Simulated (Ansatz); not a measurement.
## Ca on Pd(111): change of the work function

How does Ca on the fcc site change the work function of Pd(111) as the layer fills?

Calculated with Ansatz 0.2.0; plane-wave DFT, PBE, Ansatz PAW, in the first sound run; inputs show where later runs differ.

## 1. Set-up

The cell holds 4 atoms: 4 Pd. Cell: a = 2.751 Å, b = 2.751 Å, c = 24.738 Å, α = 90.0°, β = 90.0°, γ = 60.0°. Vacuum lies along c.

## 2. The clean slab

The bare slab comes first, as the zero from which every change is counted. The two lowest layers are held at bulk places and the upper ones relax. The dipole correction removes the false field that a one-sided slab makes across the periodic vacuum, so each face gets a flat vacuum level of its own.

input.yaml reads:

```yaml
crystal:
  lattice:
    - [2.7506453788, 0.0, 0.0]
    - [1.3753226894, 2.3821287749, 0.0]
    - [0.0, 0.0, 24.7376776414]
  atoms:
    - { symbol: Pd, position: [0.0, 0.0, 0.3638174986] }
    - { symbol: Pd, position: [0.3333333333, 0.3333333333, 0.4546058329] }
    - { symbol: Pd, position: [0.6666666667, 0.6666666667, 0.5453941671] }
    - { symbol: Pd, position: [0.0, 0.0, 0.6361825014] }
kpoints:
  mp_grid: { grid: [12, 12, 1] }
hamiltonian:
  xc: pbe
scf:
  occupations: { method: fermi_dirac, width: 0.1 }
  convergence: { dr2_threshold: 1.0e-08 }
efield:
  axis: 3
  dipole_correction: true
  ramp_position: 0.97
  ramp_width: 0.06
relax:
  f_tol: 0.02
  max_steps: 60
  constraints: [{ sites: [0, 1] }]
output:
  write_potential: true
  write_density: true
  volumetric_format: npy
```

Started as:

```bash
ansatz run input.yaml --threads 4 --pin off --max-ram 12288MiB --backend cpu --events-out ev --progress --plain --runs-dir out
```

Numbers of over 12 decimals in the logs are rounded to 6 here.

Log:

```text
Engine: ansatz 0.2.0, aarch64-unknown-linux-gnu
Pseudopotentials: kind: paw
Pseudopotential: Pd, paw, valence charge 18, recommended cutoff 420 eV (normal), Pd.paw.azcp
Functional definition: PBE
  parameter kappa = 0.804
  parameter beta = 0.066725
  exchange = pbe_x(kappa = kappa, mu = beta*pi^2/3)
  correlation = pbe_c(beta = beta)
Crystal: 4 atoms, lattice volume = 162.091 Å³
Basis set: ecut = 420 eV, 3173 PW (Γ), exchange–correlation on 40×40×360 points (8 copies of the dense FFT grid, shifted against one another)
Bands: 44, of which v1, the nominal top of the filled ones, is band 36 counted from 1 (35 counted from 0)
Symmetry: 6 space group operations
k-points: 19 of 144 (time reversal used)
Non-local potential: Pd, projectors of the file, l = 0: 2, l = 1: 2, l = 2: 2, l = 3: 1
PAW form: soft (Blöchl's): semilocal exchange-correlation on the pseudo side does not see the compensation charge
PAW one-centre angular grid: Pd, 590 points (default); XC on 64 Gauss nodes
Initial density: superposition of atomic densities (neutral atoms: chi_scale 0, normalization atom), corrected by the library's trained network
Initial wavefunctions: pseudopotential atomic-orbital guess
Functional: x = pbe(κ = 0.804, μ = 0.219515), c = pbe(β = 0.066725)
SCF iter   1: F=—  HF=-27890.455168 eV  |F-HF|=—  |Δ(HF+E_count)|=         —  Δρ=1.07e-2  dr2=1.28e0  ethr=1.77e-3  p=0.000 e·Å  D=6.33e-14 V/Å  ΔV_dip=-0.00 eV  dr2_dipole=3.98e-8  V_vac-E_F(+/−)=4.91/4.91 eV  ⟨swp⟩=8.8  Hψ=3801  notcnv=0  defer=5
efield: sawtooth ramp at fractional position 0.9700 (set: `efield.ramp_position`, or a place that a band, a saddle search or an elastic batch's reference lends), width 0.0600; the density the first Hamiltonian is built on has a dipole p = 0.000 e·Å; the dipole correction subtracts the counter field D = 6.33e-14 V/Å, which shifts the + side's vacuum level by -0.00 eV against the − side's; the planar-averaged density in the ramp window peaks in size at 1.0e-5 e/Å³
preconditioner: auto → LDOS  [metal: Δε(μ)=0.013 eV  Ē_g=7.392 eV  σ=0.100 eV  W_gap=0.03  n_scr=18 (ndim 8)  ℏωp=18.4 eV  f_vac=0.591  D(μ)=8.60/eV (n_scr^D=102)  β→1.0]
SCF iter   2: F=—  HF=-27890.433596 eV  |F-HF|=—  |Δ(HF+E_count)|=   2.16e-2  Δρ=7.31e-3  dr2=1.75e-1  ethr=1.77e-3  p=0.000 e·Å  D=1.46e-6 V/Å  ΔV_dip=-0.00 eV  dr2_dipole=8.34e-8  V_vac-E_F(+/−)=5.24/5.24 eV  ⟨swp⟩=2.3  Hψ=1056  notcnv=0  defer=19
SCF iter   3: F=—  HF=-27890.425873 eV  |F-HF|=—  |Δ(HF+E_count)|=   7.72e-3  Δρ=2.98e-3  dr2=1.13e-1  ethr=2.44e-4  p=-0.000 e·Å  D=-3.12e-6 V/Å  ΔV_dip=0.00 eV  dr2_dipole=6.87e-8  V_vac-E_F(+/−)=5.17/5.17 eV  ⟨swp⟩=2.2  Hψ=1106  notcnv=0  defer=23
SCF iter   4: F=—  HF=-27890.422750 eV  |F-HF|=—  |Δ(HF+E_count)|=   3.12e-3  Δρ=6.69e-4  dr2=1.33e-3  ethr=1.57e-4  p=-0.000 e·Å  D=-9.11e-6 V/Å  ΔV_dip=0.00 eV  dr2_dipole=1.17e-8  V_vac-E_F(+/−)=5.25/5.25 eV  ⟨swp⟩=1.6  Hψ=832  notcnv=0  defer=23
SCF iter   5: F=—  HF=-27890.423193 eV  |F-HF|=—  |Δ(HF+E_count)|=   4.43e-4  Δρ=1.74e-4  dr2=5.12e-5  ethr=1.85e-6  p=-0.000 e·Å  D=-1.21e-6 V/Å  ΔV_dip=0.00 eV  dr2_dipole=2.43e-10  V_vac-E_F(+/−)=5.25/5.25 eV  ⟨swp⟩=2.1  Hψ=1258  notcnv=0  defer=23
SCF iter   6: F=—  HF=-27890.423233 eV  |F-HF|=—  |Δ(HF+E_count)|=   3.95e-5  Δρ=4.92e-5  dr2=8.06e-6  ethr=7.11e-8  p=-0.000 e·Å  D=-9.74e-7 V/Å  ΔV_dip=0.00 eV  dr2_dipole=6.60e-11  V_vac-E_F(+/−)=5.24/5.24 eV  ⟨swp⟩=2.5  Hψ=1397  notcnv=0  defer=23
SCF iter   7: F=—  HF=-27890.423234 eV  |F-HF|=—  |Δ(HF+E_count)|=   1.15e-6  Δρ=1.81e-5  dr2=4.03e-7  ethr=1.12e-8  p=-0.000 e·Å  D=-6.48e-7 V/Å  ΔV_dip=0.00 eV  dr2_dipole=1.00e-11  V_vac-E_F(+/−)=5.24/5.24 eV  ⟨swp⟩=3.2  Hψ=1510  notcnv=0  defer=20
SCF iter   8: F=—  HF=-27890.423235 eV  |F-HF|=—  |Δ(HF+E_count)|=   1.67e-6  Δρ=6.07e-6  dr2=5.44e-8  ethr=5.59e-10  p=-0.000 e·Å  D=-2.98e-7 V/Å  ΔV_dip=0.00 eV  dr2_dipole=2.98e-13  V_vac-E_F(+/−)=5.24/5.24 eV  ⟨swp⟩=2.6  Hψ=1458  notcnv=0  defer=20
SCF iter   9: F=-27890.423236 eV  HF=-27890.423236 eV  |F-HF|=1.10e-8  |Δ(HF+E_count)|=   2.61e-7  Δρ=1.39e-6  dr2=5.24e-9  ethr=1.39e-11  p=-0.000 e·Å  D=-1.17e-7 V/Å  ΔV_dip=0.00 eV  dr2_dipole=1.01e-13  V_vac-E_F(+/−)=5.24/5.24 eV  ⟨swp⟩=9.9  Hψ=5869  notcnv=0
SCF 1 converged in 9 iterations: F = -27890.423236 eV  dr2 = 5.24e-9
  greatest PAW one-centre occupation: 0.999 electrons in one spin orbital (limit 2), on the Pd atom at site 3 (counted from 0), in its partial waves of l = 0
relax step   1: F+E_penalty+E_count = -27890.42323570 eV  Δ(F+E_penalty+E_count) = +0.000e0 eV  max|allowed force component| = 3.166e-1 eV/Å  Δτ_max = 0.0000 Å  (9 SCF iters, accepted)
Initial density: handed on by an earlier stage of this run
Initial wavefunctions: those handed on with the density
iter 1 solved again at ethr=2.12e-4 eV; its pass at ethr=3.10e-3 eV (dr2=1.53e-1 eV) is discarded
SCF iter   1: F=—  HF=-27890.473008 eV  |F-HF|=—  |Δ(HF+E_count)|=         —  Δρ=1.03e-2  dr2=1.69e-1  ethr=2.12e-4  p=-0.000 e·Å  D=-1.13e-6 V/Å  ΔV_dip=0.00 eV  dr2_dipole=2.24e-3  V_vac-E_F(+/−)=5.27/5.27 eV  ⟨swp⟩=1.9  Hψ=3276  notcnv=0  defer=23
efield: sawtooth ramp at fractional position 0.9700 (set: `efield.ramp_position`, or a place that a band, a saddle search or an elastic batch's reference lends), width 0.0600; the density the first Hamiltonian is built on has a dipole p = -0.000 e·Å; the dipole correction subtracts the counter field D = -1.13e-6 V/Å, which shifts the + side's vacuum level by +0.00 eV against the − side's; the planar-averaged density in the ramp window peaks in size at 5.9e-6 e/Å³
preconditioner: auto → LDOS  [metal: Δε(μ)=0.027 eV  Ē_g=7.480 eV  σ=0.100 eV  W_gap=0.07  n_scr=18 (ndim 8)  ℏωp=18.4 eV  f_vac=0.586  D(μ)=8.63/eV (n_scr^D=102)  β→1.0]
SCF iter   2: F=—  HF=-27890.485252 eV  |F-HF|=—  |Δ(HF+E_count)|=   1.22e-2  Δρ=8.04e-3  dr2=2.31e-1  ethr=2.12e-4  p=0.009 e·Å  D=1.02e-2 V/Å  ΔV_dip=-0.25 eV  dr2_dipole=2.06e-2  V_vac-E_F(+/−)=5.00/5.25 eV  ⟨swp⟩=3.1  Hψ=1628  notcnv=0  defer=23
SCF iter   3: F=—  HF=-27890.436922 eV  |F-HF|=—  |Δ(HF+E_count)|=   4.83e-2  Δρ=1.43e-3  dr2=7.38e-3  ethr=2.12e-4  p=-0.000 e·Å  D=-2.15e-5 V/Å  ΔV_dip=0.00 eV  dr2_dipole=1.42e-3  V_vac-E_F(+/−)=5.26/5.25 eV  ⟨swp⟩=2.2  Hψ=1432  notcnv=0  defer=23
SCF iter   4: F=—  HF=-27890.436362 eV  |F-HF|=—  |Δ(HF+E_count)|=   5.60e-4  Δρ=7.26e-4  dr2=1.35e-3  ethr=1.03e-5  p=-0.000 e·Å  D=-2.56e-4 V/Å  ΔV_dip=0.01 eV  dr2_dipole=1.69e-4  V_vac-E_F(+/−)=5.26/5.25 eV  ⟨swp⟩=2.6  Hψ=1517  notcnv=0  defer=23
[...]
SCF iter   9: F=—  HF=-27890.436094 eV  |F-HF|=—  |Δ(HF+E_count)|=   1.66e-6  Δρ=6.83e-6  dr2=2.04e-7  ethr=3.69e-9  p=-0.001 e·Å  D=-1.18e-3 V/Å  ΔV_dip=0.03 eV  dr2_dipole=1.91e-9  V_vac-E_F(+/−)=5.28/5.25 eV  ⟨swp⟩=1.6  Hψ=936  notcnv=0  defer=23
SCF iter  10: F=—  HF=-27890.436094 eV  |F-HF|=—  |Δ(HF+E_count)|=   1.41e-7  Δρ=2.36e-6  dr2=2.45e-8  ethr=2.83e-10  p=-0.001 e·Å  D=-1.18e-3 V/Å  ΔV_dip=0.03 eV  dr2_dipole=5.00e-10  V_vac-E_F(+/−)=5.28/5.25 eV  ⟨swp⟩=1.9  Hψ=1008  notcnv=0  defer=23
SCF iter  11: F=-27890.436094 eV  HF=-27890.436094 eV  |F-HF|=3.60e-9  |Δ(HF+E_count)|=   2.10e-8  Δρ=9.21e-7  dr2=4.42e-9  ethr=1.39e-11  p=-0.001 e·Å  D=-1.17e-3 V/Å  ΔV_dip=0.03 eV  dr2_dipole=6.45e-12  V_vac-E_F(+/−)=5.28/5.25 eV  ⟨swp⟩=9.1  Hψ=5455  notcnv=0
SCF 2 converged in 11 iterations: F = -27890.436094 eV  dr2 = 4.42e-9
  greatest PAW one-centre occupation: 0.999 electrons in one spin orbital (limit 2), on the Pd atom at site 0 (counted from 0), in its partial waves of l = 0
relax step   2: F+E_penalty+E_count = -27890.43609399 eV  Δ(F+E_penalty+E_count) = -1.286e-2 eV  max|allowed force component| = 1.195e-1 eV/Å  Δτ_max = 0.1491 Å  (11 SCF iters, accepted)
SCF iter   1: F=—  HF=-27890.441862 eV  |F-HF|=—  |Δ(HF+E_count)|=         —  Δρ=3.46e-3  dr2=5.32e-2  ethr=1.86e-4  p=-0.001 e·Å  D=-1.17e-3 V/Å  ΔV_dip=0.03 eV  dr2_dipole=1.25e-2  V_vac-E_F(+/−)=5.27/5.24 eV  ⟨swp⟩=3.7  Hψ=1882  notcnv=0  defer=23
efield: sawtooth ramp at fractional position 0.9700 (set: `efield.ramp_position`, or a place that a band, a saddle search or an elastic batch's reference lends), width 0.0600; the density the first Hamiltonian is built on has a dipole p = -0.001 e·Å; the dipole correction subtracts the counter field D = -1.17e-3 V/Å, which shifts the + side's vacuum level by +0.03 eV against the − side's; the planar-averaged density in the ramp window peaks in size at 4.1e-6 e/Å³
preconditioner: auto → LDOS  [metal: Δε(μ)=0.005 eV  Ē_g=7.445 eV  σ=0.100 eV  W_gap=0.01  n_scr=18 (ndim 8)  ℏωp=18.4 eV  f_vac=0.586  D(μ)=8.75/eV (n_scr^D=102)  β→1.0]
SCF iter   2: F=—  HF=-27890.442574 eV  |F-HF|=—  |Δ(HF+E_count)|=   7.12e-4  Δρ=2.46e-3  dr2=2.49e-2  ethr=7.39e-5  p=-0.004 e·Å  D=-4.16e-3 V/Å  ΔV_dip=0.10 eV  dr2_dipole=3.71e-3  V_vac-E_F(+/−)=5.35/5.25 eV  ⟨swp⟩=2.0  Hψ=1476  notcnv=0  defer=23
SCF iter   3: F=—  HF=-27890.438246 eV  |F-HF|=—  |Δ(HF+E_count)|=   4.33e-3  Δρ=5.40e-4  dr2=2.62e-3  ethr=3.45e-5  p=-0.001 e·Å  D=-7.90e-4 V/Å  ΔV_dip=0.02 eV  dr2_dipole=6.99e-4  V_vac-E_F(+/−)=5.27/5.25 eV  ⟨swp⟩=2.0  Hψ=1237  notcnv=0  defer=23
SCF iter   4: F=—  HF=-27890.438154 eV  |F-HF|=—  |Δ(HF+E_count)|=   9.19e-5  Δρ=2.67e-4  dr2=2.39e-4  ethr=3.64e-6  p=-0.001 e·Å  D=-8.37e-4 V/Å  ΔV_dip=0.02 eV  dr2_dipole=2.30e-5  V_vac-E_F(+/−)=5.27/5.25 eV  ⟨swp⟩=2.1  Hψ=1201  notcnv=0  defer=23
SCF iter   5: F=—  HF=-27890.438115 eV  |F-HF|=—  |Δ(HF+E_count)|=   3.93e-5  Δρ=6.91e-5  dr2=2.80e-5  ethr=3.32e-7  p=-0.001 e·Å  D=-7.61e-4 V/Å  ΔV_dip=0.02 eV  dr2_dipole=4.25e-6  V_vac-E_F(+/−)=5.27/5.25 eV  ⟨swp⟩=2.0  Hψ=1164  notcnv=0  defer=23
SCF iter   6: F=—  HF=-27890.438114 eV  |F-HF|=—  |Δ(HF+E_count)|=   9.50e-7  Δρ=3.89e-5  dr2=5.54e-6  ethr=3.89e-8  p=-0.001 e·Å  D=-7.43e-4 V/Å  ΔV_dip=0.02 eV  dr2_dipole=8.65e-8  V_vac-E_F(+/−)=5.27/5.25 eV  ⟨swp⟩=2.1  Hψ=1071  notcnv=0  defer=23
SCF iter   7: F=—  HF=-27890.438111 eV  |F-HF|=—  |Δ(HF+E_count)|=   3.36e-6  Δρ=2.05e-5  dr2=2.14e-6  ethr=7.70e-9  p=-0.001 e·Å  D=-7.64e-4 V/Å  ΔV_dip=0.02 eV  dr2_dipole=1.72e-12  V_vac-E_F(+/−)=5.27/5.25 eV  ⟨swp⟩=1.5  Hψ=905  notcnv=0  defer=23
SCF iter   8: F=—  HF=-27890.438111 eV  |F-HF|=—  |Δ(HF+E_count)|=   1.22e-7  Δρ=8.82e-6  dr2=3.83e-7  ethr=2.97e-9  p=-0.001 e·Å  D=-7.82e-4 V/Å  ΔV_dip=0.02 eV  dr2_dipole=8.94e-11  V_vac-E_F(+/−)=5.27/5.25 eV  ⟨swp⟩=1.6  Hψ=876  notcnv=0  defer=23
SCF iter   9: F=—  HF=-27890.438111 eV  |F-HF|=—  |Δ(HF+E_count)|=   1.20e-7  Δρ=2.88e-6  dr2=3.25e-8  ethr=5.32e-10  p=-0.001 e·Å  D=-7.82e-4 V/Å  ΔV_dip=0.02 eV  dr2_dipole=1.32e-10  V_vac-E_F(+/−)=5.27/5.25 eV  ⟨swp⟩=1.4  Hψ=891  notcnv=0  defer=23
SCF iter  10: F=-27890.438111 eV  HF=-27890.438111 eV  |F-HF|=9.09e-9  |Δ(HF+E_count)|=   6.31e-8  Δρ=1.12e-6  dr2=4.80e-9  ethr=1.39e-11  p=-0.001 e·Å  D=-7.77e-4 V/Å  ΔV_dip=0.02 eV  dr2_dipole=2.32e-11  V_vac-E_F(+/−)=5.27/5.25 eV  ⟨swp⟩=9.2  Hψ=5451  notcnv=0
SCF 3 converged in 10 iterations: F = -27890.438111 eV  dr2 = 4.80e-9
relax step   3: F+E_penalty+E_count = -27890.43811104 eV  Δ(F+E_penalty+E_count) = -2.017e-3 eV  max|allowed force component| = 1.002e-2 eV/Å  Δτ_max = 0.0431 Å  (10 SCF iters, accepted)
NSCF: frozen V_eff on 19 k-points
the band table was solved once a step of the walk had ended and its energy, with any forces and stress, was formed, with the checks that follow a solve (4651 applications of the Hamiltonian). They found nothing against the state; the energy, forces and stress were not computed again (output.eigenvalues in the input reference)
WARN: The input density's exchange-correlation potential varies sharply where the density is thin. Do not read a vacuum level from v_tot or v_xc, or from such a field of the output density. On a cell that repeats whose density bears no net charge and no dipole along the vacuum's axis use v_es (v_loc + v_h of the components); under efield.dipole_correction with no amplitude use v_es + v_field, which holds any external [...]
SCF converged after 10 iterations
Free energy (F): -27890.438111 eV
Harris-Foulkes:  -27890.438111 eV  (|F-HF|=9.09e-9)
Internal energy: -27890.160758 eV  (E = F + TS)
E sigma→0 (E₀):  -27890.299434 eV
Entropy (-TS):   -0.277353 eV (-69.338 meV/atom)
Fermi energy:    3.865219 eV
Dipole field:    D = -0.000784 V/Å  (p = -0.000703 e·Å, saw-weighted, corrected)
Work function:   Φ+ = 5.2682 eV   Φ− = 5.2488 eV
Levels:          The Fermi level and band energies are counted from a zero that moves with the ramp; work functions are not
--- Per-component energies (eV) ---
  E_band       = -1676.700701
  E_kinetic    = 2053.458324
  E_local      = -127765.328557  (includes V_loc(G=0)·N_el)
  E_nonlocal   = 869.748791
  E_hartree    = 62664.014762
  E_xc         = -672.789627
  E_vxc        = -843.766960  (∫ρ·V_xc dr)
  E_paw        = -15001.631602  (= ΣΔE_a)
  E_vpaw       = -1318.850886  (= ΣTr[D̂ρ^β])
  E_aug_tail   = 0.000881  (compensation charges beyond the density's cutoff)
  E_efield     = 0.000000  (sawtooth field / dipole correction)
  E_vefield    = 0.002175  (∫n·V_field dr)
  E_ewald      = 49962.366270
  E_smearing   = -0.277353  (= −TS)
  E_closure    = -0.000000  (closes the sum)
  Σ components = -27890.438111   (vs F -27890.438111, Δ=0.00e0)
--- Forces (eV/Å), atoms counted from 1 ---
  atom   1  Pd     0.00000000    -0.00000000    -0.31322260
  atom   2  Pd    -0.00000000    -0.00000000     0.30972277
  atom   3  Pd     0.00000000     0.00000000    -0.00649868
  atom   4  Pd     0.00000000     0.00000000     0.01001665
  max |Σ_I F_I| component: 1.81e-5 eV/Å
--- Band table (eV; the first three rows and the last of 19) ---
  k-point 0: bands = [... 32 lower, 2.6989, 2.9476, 2.9476, 3.4679, 3.4679, 3.7710, 3.7710, 4.2819, ... 4 higher]
  k-point 1: bands = [... 32 lower, 2.6192, 2.9508, 2.9602, 3.1225, 3.4642, 3.5262, 3.7785, 4.8762, ... 4 higher]
  k-point 2: bands = [... 32 lower, 2.5130, 2.5291, 2.9094, 2.9320, 3.4494, 3.7948, 4.0102, 5.8227, ... 4 higher]
  k-point 18: bands = [... 32 lower, 3.3435, 3.5770, 3.6104, 3.6222, 10.1875, 10.3728, 10.3815, 11.0947, ... 4 higher]
--- Relaxed structure (3 steps of the walk, 3 accepted, 0 SCFs on fresh bases) ---
  F+E_penalty+E_count = -27890.43811104 eV   max|allowed force component| = 1.002e-2 eV/Å
  atoms:
    - { symbol: Pd, position: [0.0, 0.0, 0.3638174986] }
    - { symbol: Pd, position: [0.333333, 0.333333, 0.454606] }
    - { symbol: Pd, position: [0.666667, 0.666667, 0.547339] }
    - { symbol: Pd, position: [0, 0, 0.640465] }
```

The job ended after 12 s (4 threads of Arm Neoverse V1, shared host; peak memory 0.54 GiB).

The steps of the relaxation:

```
step  energy less that of the first step (eV)  largest force component (eV/Å)
   1                                   0.0000                          0.3166
   2                                  -0.0129                          0.1195
   3                                  -0.0149                          0.0100
```

Forces are held to the 6 operations that the run works with; a distortion that breaks them can't arise in this run.

The atoms that moved most (Å):

```
atom     dx     dy     dz  length
 Pd4  0.000  0.000  0.106   0.106
 Pd3  0.000  0.000  0.048   0.048
```

This step gave:

```yaml
energy_at_zero_smearing: -27890.2994 eV
work_function_upper_face: 5.268 eV
dipole_along_the_normal: -7.03e-4 e·Å
```

Running mean over 2.246 Å of the planar mean; the ramp of the sawtooth is left out. Electron's electrostatic potential energy less the Fermi level against z:

z (Å), electron's electrostatic potential energy less the Fermi level (eV) and a bar from the least value:
```
      3.5       5.25 ##############################
      4.0       5.25 ##############################
      4.5       5.25 ##############################
      5.0       5.25 ##############################
      5.5       5.23 ##############################
      6.0       5.19 ##############################
      6.5       5.04 #############################
      7.0       4.40 ############################
      7.5       1.79 ######################
      8.0      -3.11 ############
      8.5      -7.03 ###
      9.0      -8.25 #
      9.5      -8.43 
     10.0      -8.48 
     10.5      -8.52 
     11.0      -8.56 
     11.5      -8.51 
     12.0      -8.24 #
     12.5      -8.12 #
     13.0      -8.35 
     13.5      -8.50 
     14.0      -8.28 #
     14.5      -7.92 #
     15.0      -7.94 #
     15.5      -8.20 #
     16.0      -8.01 #
     16.5      -6.08 #####
     17.0      -1.45 ###############
     17.5       2.94 #########################
     18.0       4.73 #############################
     18.5       5.13 ##############################
     19.0       5.23 ##############################
     19.5       5.26 ##############################
     20.0       5.27 ##############################
     20.5       5.27 ##############################
     21.0       5.27 ##############################
     21.5       5.27 ##############################
```

The relaxation took 3 steps and lowered the energy by 0.015 eV; the largest force on the free atoms ends at 0.010 eV/Å.

The work function of the upper face is 5.27 eV.

(Part 1 of 6 ends here.)

[Logs are printed without paths, hosts, clocks, repeated set-up lines and the standing remarks that a program may print on its own settings, such as how far it seeks lower states.]

[Hosts, paths, dates, database ids (printed as entryN), source tags and the programs' standing remarks are cut or masked in the printed files.]

[Maps of the electrostatic potential energy from Ansatz leave out the sawtooth potential of an applied field or a dipole correction, so their vacuum need not be flat; planar profiles and work functions include it.]
